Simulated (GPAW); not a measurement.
# Foreign atoms in a Sn chain: which ones block the current?

One atom thick, a chain of Sn offers 3 channels a spin at the Fermi level. How much of the current survives when a foreign atom sits in the chain or at its side?

**Method.** GPAW 26.7.0 in a basis of numerical atomic orbitals with PAW setups; lead and junction are solved self-consistently in repeated cells 9 Å or more across, their Hamiltonian and overlap matrices go into Green's functions with semi-infinite leads (ASE), and T is the Landauer transmission at zero bias, at the junction cell's Fermi level, for one spin or as the mean of both where a run is spin-polarised. Basis dzp and PBE unless a column says otherwise. The structures were built from estimated bond lengths and not relaxed.

The runs side by side:

```tsv
atom	place	T, dzp	T, minimal basis
Li	on top of one chain atom	2.96	2.92
Li	beside one bond	2.95	2.96
Ge	in line, replacing one chain atom	2.95	2.95
Mg	beside one bond	2.84	2.8
Si	two in line	2.77	2.74
Cu	on top of one chain atom	2.61	2.55
Zn	on top of one chain atom	1.96	1.95
Ti	beside one bond	1.68	1.57
P	beside one bond	1.43	1.45
C	beside one bond	1.29	1.46
```

**Answer.** T at the Fermi level runs from 2.96 (Li on top) down to 1.29 (C beside), against 3 open channels a spin in the clean chain. The minimal basis misses the dzp value by a median factor of 1.01 and by 1.1 at worst, to be set beside the factor of 2.29 between the ends of the table.

Caveats: An evenly spaced straight chain is an idealisation of an electrode: free chains dimerise or zigzag, and their density of states has sharper edges than a bulk metal's. Once the lead is aligned to the junction's end layer, its own Fermi level lies within 0.04 eV of the zero used here in the dzp runs. No run was spin-polarised, so magnetic states weren't tested. Spin-orbit coupling is left out, which matters for the heavier atoms here. Element, place and number of foreign atoms change together from row to row, so the order can't be credited to the element alone. T at one energy can sit on the flank of a resonance and move with small shifts of the Fermi level. Junctions whose dzp lead is shut at the Fermi level or whose end layer misses the lead by over 0.25 eV were left out, as were H in line (its neighbours overlap directly) and, where atoms were relaxed, moves over 0.6 Å, which change the site.

[Logs are printed without paths, hosts, clocks, repeated set-up lines and the standing remarks that a program may print on its own settings, such as how far it seeks lower states.]
